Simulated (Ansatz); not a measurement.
# Phonons of SiO2 (Cristobalite, P4_12_12) against volume, part 3 of 4

Aim: how do the optical modes of SiO2 (Cristobalite, P4_12_12) move with volume?

Ansatz 0.2.0; DFT LDA, scalar-relativistic, plane waves, PAW; PAW set soft_1.

So far, mean high-frequency dielectric constant: step 4 (zone-centre response at rest) 2.32.

The database entry behind the starting cell lists a temperature of 340 K, so it need not match the best structure at ambient conditions.

## 6. Modes of this member: 1.06 times the volume at rest

The zone-centre modes follow for 1.06 times the volume at rest, with the response to a field.

input.yaml

```yaml
crystal:
  lattice:
    - [5.0298251449, 0.0, 0.0]
    - [0.0, 5.0298251449, 0.0]
    - [0.0, 0.0, 7.0325220449]
  atoms:
    - { symbol: O, position: [0.2411614808, 0.093600267, 0.1737114461] }
    - { symbol: O, position: [0.406399733, 0.7411614808, 0.4237114461] }
    - { symbol: O, position: [0.7588385192, 0.906399733, 0.6737114461] }
    - { symbol: O, position: [0.593600267, 0.2588385192, 0.9237114461] }
    - { symbol: O, position: [0.7411614808, 0.406399733, 0.5762885539] }
    - { symbol: O, position: [0.906399733, 0.7588385192, 0.3262885539] }
    - { symbol: O, position: [0.2588385192, 0.593600267, 0.0762885539] }
    - { symbol: O, position: [0.093600267, 0.2411614808, 0.8262885539] }
    - { symbol: Si, position: [0.2944458912, 0.2944458912, 0.0] }
    - { symbol: Si, position: [0.2055541088, 0.7944458912, 0.25] }
    - { symbol: Si, position: [0.7055541088, 0.7055541088, 0.5] }
    - { symbol: Si, position: [0.7944458912, 0.2055541088, 0.75] }
kpoints:
  mp_grid: { grid: [4, 4, 4] }
hamiltonian:
  xc: lda
  pseudopotentials: { kind: paw, azcp: { folder: soft_1 }, xc_functional: pbe }
scf:
  occupations: { method: fixed }
output:
  eigenvalues: true
phonons:
  method: dfpt
  dielectric: true
  rigid_motions: translations
```

Started as:

```console
$ ansatz run input.yaml --threads 8 --pin off --max-ram 20480MiB --backend cpu --events-out ev --progress --plain --runs-dir out
```

Numbers of over 12 decimals in the logs are rounded to 6 here.

Output:

```text
[...]
Crystal: 12 atoms, lattice volume = 177.917 Å³
Basis set: ecut = 420 eV, 3507 PW (Γ), exchange–correlation on 72×72×96 points (8 copies of the dense FFT grid, shifted against one another)
Bands: 44, of which v1, the nominal top of the filled ones, is band 32 counted from 1 (31 counted from 0)
Symmetry: 8 space group operations
k-points: 36 of 64 (irreducible under 1 space group operation, time reversal used)
[...]
SCF iter   1: F=—  HF=-6897.508216 eV  |F-HF|=—  |Δ(HF+E_count)|=         —  Δρ=1.18e-1  dr2=2.24e1  ethr=3.10e-3  ⟨swp⟩=4.9  Hψ=6340  notcnv=0  defer=333
[...]
SCF iter   9: F=-6890.769981 eV  HF=-6890.769981 eV  |F-HF|=1.53e-10  |Δ(HF+E_count)|=   6.55e-9  Δρ=2.36e-7  dr2=7.15e-11  ethr=1.00e-12  ⟨swp⟩=17.9  Hψ=14189  notcnv=0
SCF 1 converged in 9 iterations: F = -6890.769981 eV  dr2 = 7.15e-11
[...]
Bands: 33, of which v1, the nominal top of the filled ones, is band 32 counted from 1 (31 counted from 0)
k-points: 6 of 64 (time reversal used)
[...]
Eigensolver: Dense (6 Hₖ)
SCF iter   1: F=—  HF=-6890.597403 eV  |F-HF|=—  |Δ(HF+E_count)|=         —  Δρ=4.09e-4  dr2=8.66e-5  ethr=1.00e-1
[...]
SCF iter   5: F=-6890.597414 eV  HF=-6890.597414 eV  |F-HF|=3.63e-9  |Δ(HF+E_count)|=   2.51e-8  Δρ=9.12e-7  dr2=2.22e-9  ethr=1.78e-10
SCF 1 converged in 5 iterations: F = -6890.597414 eV  dr2 = 2.22e-9
[...]
SCF converged after 9 iterations
Free energy (F): -6890.769981 eV
[...]
Internal energy: -6890.769981 eV  (E = F + TS)
E sigma→0 (E₀):  -6890.769981 eV
Fermi energy:    0.772109 eV
[...]
--- Band table (eV; the first three rows and the last of 36) ---
  k-point 0: bands = [... 28 lower, 0.0968, 0.5360, 0.5360, 0.7721, 6.2323, 9.3207, 9.3207, 9.6583, ... 8 higher]
  k-point 1: bands = [... 28 lower, 0.1491, 0.3540, 0.4881, 0.6540, 6.5651, 8.5050, 9.5824, 9.8692, ... 8 higher]
  k-point 2: bands = [... 28 lower, 0.2711, 0.2711, 0.3627, 0.3627, 7.4260, 7.4260, 10.0382, 10.0382, ... 8 higher]
  k-point 35: bands = [... 28 lower, 0.1016, 0.1016, 0.1016, 0.1016, 9.7082, 9.7082, 9.7082, 9.7082, ... 8 higher]
[...]
ASR residual: 5.180e-5 → 0.000e0 eV/Å²; symmetrization residual: 2.210e-6 eV/Å²
[...]
ε∞ (high-frequency dielectric tensor):
        2.247628     0.000000     0.000000
        0.000000     2.247628     0.000000
        0.000000     0.000000     2.240106
  ε⁰ (static dielectric tensor: ions relaxed, cell fixed):
        4.062513     0.000000     0.000000
        0.000000     4.062513    -0.000000
        0.000000    -0.000000     3.893313
  ε⁰ − ε∞ (ionic part):
        1.814885     0.000000     0.000000
        0.000000     1.814885    -0.000000
        0.000000    -0.000000     1.653206
[...]
Born effective charges Z* (e; rows j = field, columns β = displacement):
    site 0:
        -1.02851   -0.14450    0.06241
        -0.20271   -2.34229    0.86135
         0.19340    0.86101   -1.66950
    site 1:
        -2.34229    0.20271   -0.86135
         0.14450   -1.02851    0.06241
        -0.86101    0.19340   -1.66950
    site 2:
        -1.02851   -0.14450   -0.06241
        -0.20271   -2.34229   -0.86135
        -0.19340   -0.86101   -1.66950
    site 3:
        -2.34229    0.20271    0.86135
         0.14450   -1.02851   -0.06241
         0.86101   -0.19340   -1.66950
    site 4:
        -1.02851    0.14450   -0.06241
         0.20271   -2.34229    0.86135
        -0.19340    0.86101   -1.66950
    site 5:
        -2.34229   -0.20271    0.86135
        -0.14450   -1.02851    0.06241
         0.86101    0.19340   -1.66950
    site 6:
        -1.02851    0.14450    0.06241
         0.20271   -2.34229   -0.86135
         0.19340   -0.86101   -1.66950
    site 7:
        -2.34229   -0.20271   -0.86135
        -0.14450   -1.02851   -0.06241
        -0.86101   -0.19340   -1.66950
    site 8:
         3.37080    0.01918    0.17953
         0.01918    3.37080   -0.17953
        -0.31850    0.31850    3.33899
    site 9:
         3.37080   -0.01918    0.17953
        -0.01918    3.37080    0.17953
        -0.31850   -0.31850    3.33899
    site 10:
         3.37080    0.01918   -0.17953
[...]
site 11:
[...]
Z* charge neutrality: 5.155e-3 e pre-enforcement
[...]
optical modes at Γ without the LO–TO term, one row a degenerate level:
      ω (cm⁻¹)  modes    IR ((D/Å)²/amu)
[...]
optical modes at Γ + LO–TO along q̂ = [1.0000, 0.0000, 0.0000]:
      ω (cm⁻¹)  modes    IR ((D/Å)²/amu)
[...]
optical modes at Γ + LO–TO along q̂ = [0.0000, 1.0000, 0.0000]:
      ω (cm⁻¹)  modes    IR ((D/Å)²/amu)
[...]
optical modes at Γ + LO–TO along q̂ = [0.0000, 0.0000, 1.0000]:
      ω (cm⁻¹)  modes    IR ((D/Å)²/amu)
[...]
513.72      1             6.3534
        598.97      2             3.1358
        772.32      1             0.0000
        775.18      1             0.0000
        778.63      2             0.0310
        790.55      1             3.1659
       1088.18      1             0.0000
       1090.28      2           120.9796
       1091.08      1             0.0000
       1139.26      1             0.0000
       1206.39      2             1.8271
       1240.43      1            68.4264
```

Run time: 79 s. Hardware: 8 threads of Arm Neoverse N1, shared host; peak memory 1.5 GiB; 9.6 min of CPU time.

This step gave:

```
sum-rule residual before enforcement                    : 5.18e-5 eV/Å²
miss of the charge sum rule                             : 0.005155 e
estimated error of the dielectric tensor                : 0.008219
estimated error of the Born charges                     : 0.01237 e
highest optical mode at the zone centre (no LO-TO term) : 1206 cm⁻¹
lowest optical zone-centre mode                         : 29.36 cm⁻¹
mean high-frequency dielectric constant                 : 2.245
largest Born charge (third of the trace)                : 3.360 e
mean static dielectric constant                         : 4.006
top of the zone-centre spectrum with the field          : 1247 cm⁻¹
```

Without the LO-TO term. Patterns of degenerate modes are one choice out of their space. The modes at Γ (shares of kinetic energy by element, %); the lowest 24 and highest 6 of 36:

```
mode  frequency (cm⁻¹)  symmetry  O %  Si %
   1               0.0  acoustic   53    47
   2               0.0  acoustic   53    47
   3               0.0  acoustic   53    47
   4              29.4        B1   99     1
   5             102.5        B1   69    31
   6             129.8         E   90    10
   7             129.8         E   90    10
   8             206.9        A1   54    46
   9             258.1         E  100     0
  10             258.1         E  100     0
  11             273.6        B2   92     8
  12             284.2        A2   87    13
  13             347.8        A1   99     1
  14             357.4        B1   47    53
  15             361.5         E   80    20
  16             361.5         E   80    20
  17             385.4        A1   70    30
  18             413.4        B2   96     4
  19             442.6         E   72    28
  20             442.6         E   72    28
  21             464.2        A2   70    30
  22             599.0         E   37    63
  23             599.0         E   37    63
  24             772.3        B1    8    92
  31            1090.3         E   77    23
  32            1091.1        B1   77    23
  33            1093.6        A2   76    24
  34            1139.3        B2  100     0
  35            1206.4         E   79    21
  36            1206.4         E   79    21
```

Transverse modes. Infrared lines, with heights relative to the strongest:

```
position (cm⁻¹)  lines merged  relative intensity
             29             1                 0.0
            102             1                 0.0
            130             1                 0.2
            207             1                 0.0
            258             1                 0.1
            274             1                 0.0
            284             1                 1.4
            348             1                 0.0
            357             1                 0.0
            362             1                 2.5
            385             1                 0.0
            413             1                 0.0
            443             1                  25
            464             1                  10
            599             1                 2.6
            772             1                 0.0
            775             2                 5.0
            779             1                 0.0
           1088             1                 0.0
           1090             1                 100
           1091             1                 0.0
           1094             1                  48
           1139             1                 0.0
           1206             1                 1.5
```

Without the LO-TO term the lowest optical mode is real, 29.4 cm⁻¹, and the highest lies at 1206.4 cm⁻¹.

Between step 4 and this run (volume ratio 1.06) the value for the mean high-frequency dielectric constant moves from 2.32 to 2.25 (-3 %).

## 7. Relaxation of a member: 0.9 times the volume at rest

The cell is set to 0.9 times the volume at rest, and shape and atoms relax at that volume.

input.yaml

```yaml
crystal:
  lattice:
    - [4.7896291183, 0.0, 0.0]
    - [0.0, 4.7896291183, 0.0]
    - [0.0, 0.0, 6.5849085944]
  atoms:
    - { symbol: O, position: [0.231713625, 0.1384973533, 0.1954431834] }
    - { symbol: O, position: [0.3615026467, 0.731713625, 0.4454431834] }
    - { symbol: O, position: [0.768286375, 0.8615026467, 0.6954431834] }
    - { symbol: O, position: [0.6384973533, 0.268286375, 0.9454431834] }
    - { symbol: O, position: [0.731713625, 0.3615026467, 0.5545568166] }
    - { symbol: O, position: [0.8615026467, 0.768286375, 0.3045568166] }
    - { symbol: O, position: [0.268286375, 0.6384973533, 0.0545568166] }
    - { symbol: O, position: [0.1384973533, 0.231713625, 0.8045568166] }
    - { symbol: Si, position: [0.3173124276, 0.3173124276, 0.0] }
    - { symbol: Si, position: [0.1826875724, 0.8173124276, 0.25] }
    - { symbol: Si, position: [0.6826875724, 0.6826875724, 0.5] }
    - { symbol: Si, position: [0.8173124276, 0.1826875724, 0.75] }
kpoints:
  mp_grid: { grid: [4, 4, 4] }
hamiltonian:
  xc: lda
  pseudopotentials: { kind: paw, azcp: { folder: soft_1 }, xc_functional: pbe }
scf:
  occupations: { method: fixed }
output:
  forces: true
  stress: true
  eigenvalues: true
relax:
  adjacent_minimum: "off"
  f_tol: 0.001
  max_steps: 60
  cell: { stress_tol: 0.01, fix: [volume] }
```

Output:

```text
[...]
Crystal: 12 atoms, lattice volume = 151.061 Å³
Basis set: ecut = 420 eV, 2955 PW (Γ)
Bands: 44, of which v1, the nominal top of the filled ones, is band 32 counted from 1 (31 counted from 0)
Symmetry: 8 space group operations
[...]
k-points: 18 of 64
[...]
- { symbol: O, position: [0.730308, 0.355535, 0.551699] }
    - { symbol: O, position: [0.855535, 0.769692, 0.301699] }
    - { symbol: O, position: [0.269692, 0.644465, 0.051699] }
    - { symbol: O, position: [0.144465, 0.230308, 0.801699] }
    - { symbol: Si, position: [0.320429, 0.320429, 0] }
    - { symbol: Si, position: [0.179571, 0.820429, 0.25] }
    - { symbol: Si, position: [0.679571, 0.679571, 0.5] }
    - { symbol: Si, position: [0.820429, 0.179571, 0.750000] }
[key lines of the parts left out:]
SCF converged after 5 iterations
Free energy (F): -6890.717658 eV
Fermi energy:    2.182861 eV
P = ⅓ Tr σ = 1.5469 GPa (15.469 kbar)
```

It took 28 s on 8 threads; peak memory 0.58 GiB; 3.4 min of CPU time.

Relaxation path:

```
step  energy less that of the first step (eV)  largest force component (eV/Å)  pressure (GPa)  volume (Å³)
   1                                   0.0000                          0.2356            5.58       151.06
   2                                  -0.0215                          0.1874            4.30       151.06
   3                                  -0.0380                          0.1675            1.60       151.06
   4                                  -0.0414                          0.0035            1.55       151.06
   5                                  -0.0414                          0.0059            1.56       151.06
   6                                  -0.0414                          0.0004            1.56       151.06
  7*                                  -0.0419                          0.0003            1.55       151.06
   8                                  -0.0419                          0.0004            1.55       151.06
  9*                                  -0.0419                          0.0004            1.55       151.06
```

Relaxation steps marked * repeat the geometry before them on a plane-wave basis chosen anew for their cell, so energy and pressure can jump there. Relaxation step 5 was tried and not accepted.

The run keeps the 8 symmetry operations that it works with, so distortions that break them were not tested.

```
conventional cell, symmetrised  before  after  change
                         a (Å)   4.790  4.794  +0.1 %
                         b (Å)   4.790  4.794  +0.1 %
                         c (Å)   6.585  6.572  -0.2 %
              volume (Å³/atom)   12.59  12.59  -0.0 %
```

The atoms that moved most (Å, as changes of fractional coordinates times the final cell):

```
atom      dx      dy      dz  length
  O6  -0.029   0.007  -0.019   0.035
  O1  -0.007   0.029   0.019   0.035
  O7   0.007   0.029  -0.019   0.035
  O3   0.007  -0.029   0.019   0.035
  O4   0.029   0.007   0.019   0.035
  O2  -0.029  -0.007   0.019   0.035
  O5  -0.007  -0.029  -0.019   0.035
  O8   0.029  -0.007  -0.019   0.035
```

Numbers from this step:

```
pressure          : 1.547 GPa
gap on the k-mesh : 5.730 eV
volume per atom   : 12.59 Å³
```

The largest force component left is 0.36 meV/Å, at a pressure of 1.55 GPa.

(Part 3 of 4 ends here.)

[Logs are printed without paths, hosts, clocks, repeated set-up lines and the standing remarks that a program may print on its own settings, such as how far it seeks lower states.]

[Hosts, paths, dates, database ids (printed as entryN), source tags and the programs' standing remarks are cut or masked in the printed files.]
